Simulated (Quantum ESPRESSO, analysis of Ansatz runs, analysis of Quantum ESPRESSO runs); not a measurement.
# Vacancy with two H in Ge: local vibrational mode against experiment (Quantum ESPRESSO), part 2 of 2

How near does this set-up come to the measured local vibrational mode? Subject: vacancy with two H in Ge. Set-up: PBE, GBRV 1.5 PBE, 32-site cell, measured lattice, k: the single point 1/4 1/4 1/4. The model is a cell of 32 host atoms with 1 Ge taken out and 2 H put in. The frequencies come from force constants among the defect atom and its neighbours, with the masses of the isotopes named. The measured lattice removes the functional's error in the volume.

Quantum ESPRESSO 7.5; PBE, GBRV 1.5 PBE, 32-site cell, measured lattice, k: the single point 1/4 1/4 1/4.

So far. Step 2 (Relaxation, charge 0): Neighbours of the added atoms: H32: Ge22 1.53, H33 1.73, Ge26 2.83 Å; H33: Ge25 1.53, H32 1.73, Ge26 2.82 Å.

## Step 3: Atom Ge22 moved by 0.015 A along x

Force constants come from the forces after small displacements. One such run is shown.

This step: Quantum ESPRESSO plane-wave DFT, PBE, GBRV 1.5 PBE potentials; single point of a defect supercell.

pw.in

```
&CONTROL
  calculation = 'scf'
  prefix = 'pwscf'
  outdir = './tmp'
  pseudo_dir = './pseudo'
  tprnfor = .true.
  disk_io = 'low'
/
&SYSTEM
  ibrav = 0
  nat = 33
  ntyp = 2
  ecutwfc = 45
  ecutrho = 360
  nbnd = 222
  occupations = 'smearing'
  smearing = 'fd'
  degauss = 0.00073499
  nosym = .true.
/
&ELECTRONS
  conv_thr = 1d-10
  electron_maxstep = 100
  mixing_beta = 0.5
/
ATOMIC_SPECIES
Ge    72.6300 ge_pbe_v1.4.uspp.F.UPF
H      1.0080 h_pbe_v1.4.uspp.F.UPF
CELL_PARAMETERS angstrom
  -5.6578200000    5.6578200000    5.6578200000
   5.6578200000   -5.6578200000    5.6578200000
   5.6578200000    5.6578200000   -5.6578200000
ATOMIC_POSITIONS crystal
Ge     0.0008115486    0.0009981232    0.5001893169
Ge    -0.0066075688    0.2465422772    0.2462028324
[... 1 atom line left out ...]
Ge     0.0006918769    0.7543042715    0.7483448756
[... 1 atom line left out ...]
Ge     0.2657277458    0.2660109286    0.0231810892
[... 1 atom line left out ...]
Ge     0.2541320905    0.7536936262    0.5002080874
[... 4 atom lines left out ...]
Ge     0.7535667946    0.2542731562    0.5002306479
Ge     0.7525329444    0.5062176720    0.2521414794
Ge     0.7427927341    0.7430353352   -0.0227712241
[... 6 atom lines left out ...]
Ge     0.2331272911    0.5007283785    0.5015660916
[... 2 atom lines left out ...]
Ge     0.4992532556    0.2333453765    0.5002117607
Ge     0.5222052908    0.5224819684    0.2892356410
[... 4 atom lines left out ...]
Ge     0.7332478315    0.7335163580    0.7112356971
H      0.3885469471    0.4968656189    0.5001981519
H      0.4969410702    0.3887657206    0.4999326311
K_POINTS crystal
1
0.25 0.25 0.25 1.0
```

Run with:

```
> OMP_NUM_THREADS=1 pw.x -in pw.in > pw.out
```

Output:

```text
[banner, memory and clock lines left out]
          URL

     G-vector sticks info

     bravais-lattice index     =            0
     lattice parameter (alat)  =      18.5186  a.u.
     unit-cell volume          =    4888.8192 (a.u.)^3
     number of atoms/cell      =           33
     number of atomic types    =            2
     number of electrons       =       436.00
     number of Kohn-Sham states=          222
     kinetic-energy cutoff     =      45.0000  Ry
     charge density cutoff     =     360.0000  Ry
     scf convergence threshold =      1.0E-10
     mixing beta               =       0.5000
     number of iterations used =            8  plain     mixing
     Exchange-correlation=  SLA  PW   PBX  PBC
                           (   1   4   3   4   0   0   0)

     celldm(1)=  18.518620  celldm(2)=   0.000000  celldm(3)=   0.000000
     celldm(4)=   0.000000  celldm(5)=   0.000000  celldm(6)=   0.000000

     crystal axes: (cart. coord. in units of alat)
               a(1) = (  -0.577350   0.577350   0.577350 )
               a(2) = (   0.577350  -0.577350   0.577350 )
               a(3) = (   0.577350   0.577350  -0.577350 )

     reciprocal axes: (cart. coord. in units 2 pi/alat)
               b(1) = ( -0.000000  0.866025  0.866025 )
               b(2) = (  0.866025 -0.000000  0.866025 )
               b(3) = (  0.866025  0.866025  0.000000 )

     PseudoPot. # 1 for Ge read from file:
     ge_pbe_v1.4.uspp.F.UPF
     Pseudo is Ultrasoft + core correction, Zval = 14.0
     Generated by new atomic code, or converted to UPF format
     Using radial grid of  873 points,  6 beta functions with:
                l(1) =   0
                l(2) =   0
                l(3) =   1
                l(4) =   1
                l(5) =   2
                l(6) =   2
     Q(r) pseudized with  8 coefficients,  rinner =    1.400   1.400   1.400
                                                       1.400   1.400

     PseudoPot. # 2 for H  read from file:
     h_pbe_v1.4.uspp.F.UPF
     Pseudo is Ultrasoft, Zval =  1.0
     Generated by new atomic code, or converted to UPF format
     Using radial grid of  615 points,  2 beta functions with:
                l(1) =   0
                l(2) =   0
     Q(r) pseudized with  8 coefficients,  rinner =    0.700

     atomic species   valence    mass     pseudopotential
     Ge               14.00    72.63000     Ge( 1.00)
     H                 1.00     1.00800     H ( 1.00)

     No symmetry found

   Cartesian axes

     site n.     atom                  positions (alat units)
         1        Ge     tau(   1) = (   0.2888922   0.2886767  -0.2877396  )
         2        Ge     tau(   2) = (   0.2883014  -0.0040109  -0.0036189  )
         3        Ge     tau(   3) = (   0.2889767  -0.2886640   0.2884709  )
         4        Ge     tau(   4) = (   0.8671554  -0.0030412   0.0038401  )
         5        Ge     tau(   5) = (  -0.0037061   0.2880347  -0.0035632  )
         6        Ge     tau(   6) = (   0.0135471   0.0132201   0.2936159  )
         7        Ge     tau(   7) = (   0.5816478   0.2893048  -0.0035894  )
         8        Ge     tau(   8) = (   0.5772173   0.0003733   0.2930732  )
         9        Ge     tau(   9) = (  -0.2884241   0.2886656   0.2884508  )
        10        Ge     tau(  10) = (   0.2896014   0.5812682  -0.0035268  )
[...]
27        Ge     tau(  27) = (   0.1416783  -0.1447692   0.7244180  )
        28        Ge     tau(  28) = (  -0.1420542   0.7196539   0.1502907  )
        29        Ge     tau(  29) = (  -0.1428297   0.4289815   0.4342050  )
        30        Ge     tau(  30) = (  -0.1444561   0.1413944   0.7243763  )
        31        Ge     tau(  31) = (   0.4107872   0.4104771   0.4362046  )
        32        H      tau(  32) = (   0.3513274   0.2262517   0.2224036  )
        33        H      tau(  33) = (   0.2261812   0.3510913   0.2227268  )

     number of k points=     1  Fermi-Dirac smearing, width (Ry)=  0.0007
                       cart. coord. in units 2pi/alat
        k(    1) = (   0.4330127   0.4330127   0.4330127), wk =   2.0000000

     Dense  grid:   563581 G-vectors     FFT dimensions: ( 120, 120, 120)

     Smooth grid:   199509 G-vectors     FFT dimensions: (  80,  80,  80)

     Initial potential from superposition of free atoms

     starting charge     435.9729, renormalised to     436.0000
     Starting wfcs are  281 randomized atomic wfcs

     Self-consistent Calculation

     iteration #  1     ecut=    45.00 Ry     beta= 0.50
     Davidson diagonalization with overlap
     ethr =  1.00E-02,  avg # of iterations =  2.0

     Threshold (ethr) on eigenvalues was too large:
     Diagonalizing with lowered threshold

     Davidson diagonalization with overlap
     ethr =  1.48E-04,  avg # of iterations =  2.0

     total energy              =   -6625.08716166 Ry
     estimated scf accuracy    <       0.68556293 Ry

     iteration #  2     ecut=    45.00 Ry     beta= 0.50
     Davidson diagonalization with overlap
     ethr =  1.57E-04,  avg # of iterations =  2.0

     total energy              =   -6625.09115418 Ry
     estimated scf accuracy    <       0.12586706 Ry

     iteration #  3     ecut=    45.00 Ry     beta= 0.50
     Davidson diagonalization with overlap
     ethr =  2.89E-05,  avg # of iterations =  2.0

     total energy              =   -6625.09580938 Ry
     estimated scf accuracy    <       0.01504792 Ry

     iteration #  4     ecut=    45.00 Ry     beta= 0.50
     Davidson diagonalization with overlap
     ethr =  3.45E-06,  avg # of iterations =  8.0

     total energy              =   -6625.09880210 Ry
     estimated scf accuracy    <       0.00300234 Ry

     iteration #  5     ecut=    45.00 Ry     beta= 0.50
     Davidson diagonalization with overlap
     ethr =  6.89E-07,  avg # of iterations =  4.0

     total energy              =   -6625.09938283 Ry
     estimated scf accuracy    <       0.00032352 Ry

     iteration #  6     ecut=    45.00 Ry     beta= 0.50
     Davidson diagonalization with overlap
     ethr =  7.42E-08,  avg # of iterations =  4.0

     total energy              =   -6625.09944052 Ry
     estimated scf accuracy    <       0.00011118 Ry

     iteration #  7     ecut=    45.00 Ry     beta= 0.50
     Davidson diagonalization with overlap
     ethr =  2.55E-08,  avg # of iterations =  3.0

     total energy              =   -6625.09946380 Ry
     estimated scf accuracy    <       0.00001978 Ry

     iteration #  8     ecut=    45.00 Ry     beta= 0.50
     Davidson diagonalization with overlap
     ethr =  4.54E-09,  avg # of iterations =  4.0

     total energy              =   -6625.09946791 Ry
     estimated scf accuracy    <       0.00001277 Ry

     iteration #  9     ecut=    45.00 Ry     beta= 0.50
     Davidson diagonalization with overlap
     ethr =  2.93E-09,  avg # of iterations =  3.0

     total energy              =   -6625.09947027 Ry
     estimated scf accuracy    <       0.00000099 Ry

     iteration # 10     ecut=    45.00 Ry     beta= 0.50
     Davidson diagonalization with overlap
     ethr =  2.26E-10,  avg # of iterations =  4.0

     total energy              =   -6625.09947057 Ry
     estimated scf accuracy    <       0.00000019 Ry

     iteration # 11     ecut=    45.00 Ry     beta= 0.50
     Davidson diagonalization with overlap
     ethr =  4.47E-11,  avg # of iterations =  4.0

     total energy              =   -6625.09947064 Ry
     estimated scf accuracy    <       0.00000006 Ry

     iteration # 12     ecut=    45.00 Ry     beta= 0.50
     Davidson diagonalization with overlap
     ethr =  1.40E-11,  avg # of iterations =  4.0

     total energy              =   -6625.09947066 Ry
     estimated scf accuracy    <          7.7E-09 Ry

     iteration # 13     ecut=    45.00 Ry     beta= 0.50
     Davidson diagonalization with overlap
     ethr =  1.76E-12,  avg # of iterations =  4.0

     total energy              =   -6625.09947066 Ry
     estimated scf accuracy    <          1.7E-09 Ry

     iteration # 14     ecut=    45.00 Ry     beta= 0.50
     Davidson diagonalization with overlap
     ethr =  3.85E-13,  avg # of iterations =  4.0

     total energy              =   -6625.09947067 Ry
     estimated scf accuracy    <          2.2E-10 Ry

     iteration # 15     ecut=    45.00 Ry     beta= 0.50
     Davidson diagonalization with overlap
     ethr =  1.00E-13,  avg # of iterations =  3.0

     End of self-consistent calculation

          k = 0.4330 0.4330 0.4330 ( 24952 PWs)   bands (ev):

   -16.7459 -16.7430 -16.7344 -16.7302 -16.7269 -16.7196 -16.7095 -16.7079
   -16.7060 -16.7041 -16.6888 -16.6843 -16.6814 -16.6757 -16.6756 -16.6744
   -16.6715 -16.6676 -16.6663 -16.6606 -16.6589 -16.6584 -16.6568 -16.6538
   -16.6494 -16.6483 -16.6465 -16.6426 -16.6404 -16.6396 -16.6380 -16.6321
   -16.6313 -16.6298 -16.6247 -16.6244 -16.6236 -16.6149 -16.6119 -16.6116
   -16.6071 -16.6055 -16.6011 -16.5993 -16.5972 -16.5935 -16.5906 -16.5902
   -16.5842 -16.5796 -16.5700 -16.5691 -16.5678 -16.5675 -16.5649 -16.5583
   -16.5547 -16.5519 -16.5488 -16.5486 -16.5483 -16.5432 -16.5397 -16.5365
   -16.5351 -16.5319 -16.5314 -16.5292 -16.5247 -16.5225 -16.5191 -16.5163
   -16.5143 -16.5136 -16.5118 -16.5088 -16.5058 -16.5054 -16.5030 -16.4995
[...]
0.7966   0.8050   0.8348   0.8368   0.8577   1.0940   2.0934   3.3903
     3.4478   3.5292   3.8466   4.2824   4.3996   4.4336   4.4357   4.4381
     4.4647   4.4775   4.5121   4.5368   4.5723   4.8511   4.9550   5.5855
     5.6842   5.7477   5.7561   5.7798   5.7826   5.7994   5.8246   5.8542
     5.8591   6.2276   6.4744   7.0816   7.2413   7.2614   7.3130   7.3287
     7.3439   7.5580   8.1617   8.8173   8.9088   8.9694

     the Fermi energy is     7.8547 ev

!    total energy              =   -6625.09947067 Ry
     estimated scf accuracy    <          1.9E-11 Ry
     smearing contrib. (-TS)   =      -0.00000000 Ry
     internal energy E=F+TS    =   -6625.09947067 Ry

     The total energy is F=E-TS. E is the sum of the following terms:
     one-electron contribution =   -4399.71264753 Ry
     hartree contribution      =    2599.32339048 Ry
     xc contribution           =   -1809.16781923 Ry
     ewald contribution        =   -3015.54239438 Ry

     convergence has been achieved in  15 iterations

     Forces acting on atoms (cartesian axes, Ry/au):

     atom    1 type  1   force =     0.00000111    0.00013028    0.00007758
     atom    2 type  1   force =     0.00187128    0.00106074    0.00123572
     atom    3 type  1   force =     0.00000684   -0.00011402   -0.00022381
     atom    4 type  1   force =     0.00000625   -0.00005315   -0.00003526
     atom    5 type  1   force =    -0.00014059    0.00010679   -0.00019209
     atom    6 type  1   force =    -0.00028413   -0.00016690    0.00007569
     atom    7 type  1   force =     0.00174238    0.00132707   -0.00115544
     atom    8 type  1   force =     0.00198113   -0.00133148    0.00167303
     atom    9 type  1   force =     0.00015036   -0.00011653   -0.00003311
     atom   10 type  1   force =     0.00002878    0.00023077   -0.00002641
[...]
atom   29 type  1   force =    -0.00020290   -0.00002391   -0.00024089
     atom   30 type  1   force =    -0.00003782    0.00010373    0.00007774
     atom   31 type  1   force =    -0.00011324   -0.00008446    0.00014672
     atom   32 type  2   force =     0.00319501   -0.00256898   -0.00288884
     atom   33 type  2   force =     0.00031678   -0.00022890   -0.00029226

     Total force =     0.011212     Total SCF correction =     0.000022
```

The job ended after 8.4 min (1 thread of Arm Neoverse V1, shared host; peak memory 2.9 GiB).

At this level the gap is 0.60 eV on the k-mesh of the self-consistent run, which can miss the band edges.

## Step 4: Local vibrational modes

Analysis of the runs above: force constants by central differences of Quantum ESPRESSO plane-wave DFT, PBE, GBRV 1.5 PBE potentials forces among the atoms nearest to a defect, the others at rest.

The modes with the largest weight on the probed atoms (the light atom of a pair), for the masses of each isotope. Modes of the displaced atoms (local only where they lie over the host's phonons):

| isotopes | mode (cm⁻¹) | share of the defect atoms |
| --- | --- | --- |
| H | 2092 | 0.988 |
| H | 2090 | 0.988 |
| H | 526.8 | 0.989 |
| H | 520.7 | 0.984 |
| H | 492.4 | 0.977 |
| H | 475.7 | 0.973 |
| D | 1489 | 0.975 |
| D | 1487 | 0.977 |
| D | 375.1 | 0.969 |
| D | 372 | 0.954 |
| D | 353.3 | 0.931 |
| D | 342.2 | 0.918 |

## Step 5: Results

```json
{"distance from the defect atom to its nearest neighbour": "1.532 Å", "upper Ge-H stretch": "2092 cm⁻¹", "lower Ge-H stretch": "2090 cm⁻¹"}
```

**Reading.** Upper Ge-H stretch: computed 2092 cm⁻¹, measured 1992.6 cm⁻¹; 99 cm⁻¹ (5 %) above the measurement. Lower Ge-H stretch: computed 2090 cm⁻¹, measured 1979.5 cm⁻¹; 110 cm⁻¹ (6 %) above the measurement. The computed value is harmonic, while the measured line is the anharmonic fundamental, which for X–H stretches usually lies a few per cent lower. Only the named neighbours move, so modes near the host's band are approximate.

[Logs are printed without paths, hosts, clocks, repeated set-up lines and the standing remarks that a program may print on its own settings, such as how far it seeks lower states.]

[Hosts, paths, dates, database ids (printed as entryN), source tags and the programs' standing remarks are cut or masked in the printed files.]

[For some hosts the program warned that the k-mesh of the response run may be too coarse for force constants and the static dielectric constant; such warnings are not shown here.]
